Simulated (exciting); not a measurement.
# F K-edge absorption of CsMgF3, all-electron BSE

Aim: the F K absorption edge of CsMgF3 with the electron–hole interaction treated explicitly, and what each term of the kernel does.

Main program and level: exciting sodium; X-ray absorption, core-level Bethe-Salpeter equation, exchange and statically screened direct term, Tamm-Dancoff, all-electron LAPW+lo LDA.

### 1. The structure

Symmetry: Pm-3m, No. 221, cubic system. Conventional cell: a = 4.252 Å, b = 4.252 Å, c = 4.252 Å, α = 90.00°, β = 90.00°, γ = 90.00°. Nearest to Cs lie 12 F at 3.01 Å. Nearest to Mg lie 6 F at 2.13 Å. F has 2 Mg at 2.13 Å and 4 Cs at 3.01 Å nearest. Farther neighbours and most contacts between anions are not listed.

Structure file:

```
Cs Mg F
1.0
     4.25231    0.00000    0.00000
     0.00000    4.25231    0.00000
     0.00000    0.00000    4.25231
Cs Mg F
1 1 3
Direct
  0.00000 0.00000 0.00000
  0.50000 0.50000 0.50000
  0.50000 0.50000 0.00000
  0.50000 0.00000 0.50000
  0.00000 0.50000 0.50000
```

Differences between curves are given as r.m.s. difference over r.m.s. height.

### 2. The self-consistent potential

The species files are the program's own, with muffin-tin radii set in the input.

Contents of input.xml:

```
<input>
  <title>CsMgF3</title>
  <structure speciespath="." autormt="false" epslat="1.0e-5">
    <crystal>
      <basevect>8.0356956264 0.0000000000 0.0000000000</basevect>
      <basevect>0.0000000000 8.0356956264 0.0000000000</basevect>
      <basevect>0.0000000000 0.0000000000 8.0356956264</basevect>
    </crystal>
    <species speciesfile="Cs.xml" rmt="2.464">
      <atom coord="0.0000000000 0.0000000000 0.0000000000"/>
    </species>
    <species speciesfile="Mg.xml" rmt="2.240">
      <atom coord="0.5000000000 0.5000000000 0.5000000000"/>
    </species>
    <species speciesfile="F.xml" rmt="1.657">
      <atom coord="0.5000000000 0.5000000000 0.0000000000"/>
      <atom coord="0.5000000000 0.0000000000 0.5000000000"/>
      <atom coord="0.0000000000 0.5000000000 0.5000000000"/>
    </species>
  </structure>
  <groundstate do="fromscratch" xctype="LDA_PW" ngridk="4 4 4" rgkmax="7" gmaxvr="14" nempty="8" swidth="0.001" maxscl="100" epsengy="1e-5"/>
</input>
```

Started as:

```
$ OMP_NUM_THREADS=1 mpirun -n 4 exciting
```

What it wrote:

```text
EXCITING SODIUM started
********************************************************************************
* Ground-state run starting from atomic densities                              *
********************************************************************************
+ Starting initialization                                                      +
 Lattice vectors (cartesian) :
      8.0356956264      0.0000000000      0.0000000000
      0.0000000000      8.0356956264      0.0000000000
      0.0000000000      0.0000000000      8.0356956264
 Reciprocal lattice vectors (cartesian) :
      0.7819093205      0.0000000000      0.0000000000
      0.0000000000      0.7819093205      0.0000000000
      0.0000000000      0.0000000000      0.7819093205
 Unit cell volume                           :     518.8841860172
 Brillouin zone volume                      :       0.4780454293
 Species :    1 (Cs)
     parameters loaded from                 :    Cs.xml
     name                                   :    caesium
     nuclear charge                         :     -55.00000000
     electronic charge                      :      55.00000000
     atomic mass                            :  242271.81440000
     muffin-tin radius                      :       2.46400000
     # of radial points in muffin-tin       :     600
     atomic positions (lattice) :
       1 :   0.00000000  0.00000000  0.00000000
 Species :    2 (Mg)
     parameters loaded from                 :    Mg.xml
     name                                   :    magnesium
     nuclear charge                         :     -12.00000000
     electronic charge                      :      12.00000000
     atomic mass                            :   44305.30463000
     muffin-tin radius                      :       2.24000000
     # of radial points in muffin-tin       :     300
     atomic positions (lattice) :
       1 :   0.50000000  0.50000000  0.50000000
 Species :    3 (F)
     parameters loaded from                 :    F.xml
     name                                   :    fluorine
     nuclear charge                         :      -9.00000000
     electronic charge                      :       9.00000000
     atomic mass                            :   34631.97043000
     muffin-tin radius                      :       1.65700000
     # of radial points in muffin-tin       :     250
     atomic positions (lattice) :
       1 :   0.50000000  0.50000000  0.00000000
       2 :   0.50000000  0.00000000  0.50000000
       3 :   0.00000000  0.50000000  0.50000000
 Total number of atoms per unit cell        :       5
 Spin treatment                             :    spin-unpolarised
 Number of Bravais lattice symmetries       :      48
 Number of crystal symmetries               :      48
 k-point grid                               :       4    4    4
 Total number of k-points                   :      10
 k-point set is reduced with crystal symmetries
 R^MT_min * |G+k|_max (rgkmax)              :       7.00000000
 Species with R^MT_min                      :       3 (F)
 Maximum |G+k| for APW functions            :       4.22450211
 Maximum |G| for potential and density      :      14.00000000
 G-vector grid sizes                        :      36    36    36
 Total number of G-vectors                  :   23871
 Maximum angular momentum used for
     APW functions                          :       8
     computing H and O matrix elements      :       8
     potential and density                  :       8
     inner part of muffin-tin               :       2
 Total nuclear charge                       :     -94.00000000
 Total electronic charge                    :      94.00000000
 Total core charge                          :      44.00000000
 Total valence charge                       :      50.00000000
 Number of empty states                     :       8
 Total number of valence states             :      34
 Maximum Hamiltonian size                   :     729
 Maximum number of plane-waves              :     691
 Total number of local-orbitals             :      38
 Exchange-correlation type                  :       3
     Perdew-Wang, Phys. Rev. B 45, 13244 (1992)
 Smearing scheme                            :    Gaussian
 Smearing width                             :       0.00100000
 Using multisecant Broyden potential mixing
+ Ending initialization                                                        +
********************************************************************************
* Groundstate module started                                                   *
********************************************************************************
 Output level for this task is set to normal
+ Self-consistent loop started                                                 +
 Density and potential initialised from atomic data
+ SCF iteration number :    1                                                  +
 Total energy                               :     -8283.71297451
 _______________________________________________________________
 Fermi energy                               :         0.10071339
 Kinetic energy                             :      8785.01400047
 Coulomb energy                             :    -16836.30332526
 Exchange energy                            :      -224.21766359
 Correlation energy                         :        -8.20598612
 DOS at Fermi energy (states/Ha/cell)       :         0.00000000
 Electron charges :
     core                                   :        44.00000000
     core leakage                           :         0.00011941
     valence                                :        50.00000000
     interstitial                           :         5.60731034
     charge in muffin-tin spheres :
                  atom     1    Cs          :        52.13277771
                  atom     2    Mg          :        10.38309574
                  atom     3     F          :         8.62560540
                  atom     4     F          :         8.62560540
                  atom     5     F          :         8.62560540
     total charge in muffin-tins            :        88.39268966
     total charge                           :        94.00000000
 Estimated fundamental gap                  :         0.27394464
        valence-band maximum at   10      0.5000  0.5000  0.5000
     conduction-band minimum at    1      0.0000  0.0000  0.0000
[... further iterations ...]
| Convergence targets achieved. Performing final SCF iteration                 +
 Total energy                               :     -8282.14749736
 _______________________________________________________________
 Fermi energy                               :         0.13752758
 Kinetic energy                             :      8783.43208768
 Coulomb energy                             :    -16833.74728557
 Exchange energy                            :      -223.64945424
 Correlation energy                         :        -8.18284524
 DOS at Fermi energy (states/Ha/cell)       :         0.00000000
 Electron charges :
     core                                   :        44.00000000
     core leakage                           :         0.00011803
     valence                                :        50.00000000
     interstitial                           :         6.14536688
     charge in muffin-tin spheres :
                  atom     1    Cs          :        52.25901298
                  atom     2    Mg          :        10.50494822
                  atom     3     F          :         8.36355731
                  atom     4     F          :         8.36355731
                  atom     5     F          :         8.36355731
     total charge in muffin-tins            :        87.85463312
     total charge                           :        94.00000000
 Estimated fundamental gap                  :         0.23448002
        valence-band maximum at    1      0.0000  0.0000  0.0000
     conduction-band minimum at    1      0.0000  0.0000  0.0000
+ Self-consistent loop stopped                                                 +
 STATE.OUT is written
********************************************************************************
* Groundstate module stopped                                                   *
********************************************************************************
 Total time spent (seconds)                 :        60.91
- CAUTION! Warnings have been written in file WARNING.OUT !                    -
| EXCITING SODIUM stopped                                                      =
```

It took 62 s on 4 MPI ranks of Arm Neoverse V1, shared host.

The warnings file holds hints only, no warning.

The mesh shows a gap of 6.38 eV. Core levels (Dirac, from the valence top):

| atom | level | energy (eV) |
| --- | --- | --- |
| F | 1s1/2 | -646.8 |

### 3. A richer basis for the empty states

Each species file gets more local orbitals, built from u and its energy derivative at 0.15 Ha and u at 0.9 Ha.

input.xml is that of step 2.

Contents of SPECIES.xml, added lines:

```
<lo l="L">  <!-- L = 0, 1, 2, and 3 from Cs on -->
  <wf matchingOrder="0" trialEnergy="0.1500" searchE="false"/>
  <wf matchingOrder="1" trialEnergy="0.1500" searchE="false"/>
  <wf matchingOrder="0" trialEnergy="0.9000" searchE="false"/>
</lo>
```

Started as:

```
$ OMP_NUM_THREADS=1 mpirun -n 4 exciting
```

What it wrote:

```text
EXCITING SODIUM started
********************************************************************************
* Ground-state run starting from atomic densities                              *
********************************************************************************
+ Starting initialization                                                      +
[... lattice and species ...]
 Spin treatment                             :    spin-unpolarised
 Number of Bravais lattice symmetries       :      48
[...]
+ Self-consistent loop stopped                                                 +
 STATE.OUT is written
********************************************************************************
* Groundstate module stopped                                                   *
********************************************************************************
 Total time spent (seconds)                 :        72.39
- CAUTION! Warnings have been written in file WARNING.OUT !                    -
| EXCITING SODIUM stopped                                                      =
[key lines of the parts left out:]
Total energy                               :     -8282.14898036
Fermi energy                               :         0.13829640
```

It took 74 s on 4 MPI ranks.

Against the first ground state the total energy moves by -8 meV an atom and the gap by -0.01 eV.

[end of part 1 of 3]

[Banner, clock and machine lines of the logs are left out without a mark of their own.]

[Logs are printed without paths, hosts, clocks, repeated set-up lines and the standing remarks that a program may print on its own settings, such as how far it seeks lower states.]

[Hosts, paths, dates, database ids (printed as entryN), source tags and the programs' standing remarks are cut or masked in the printed files.]
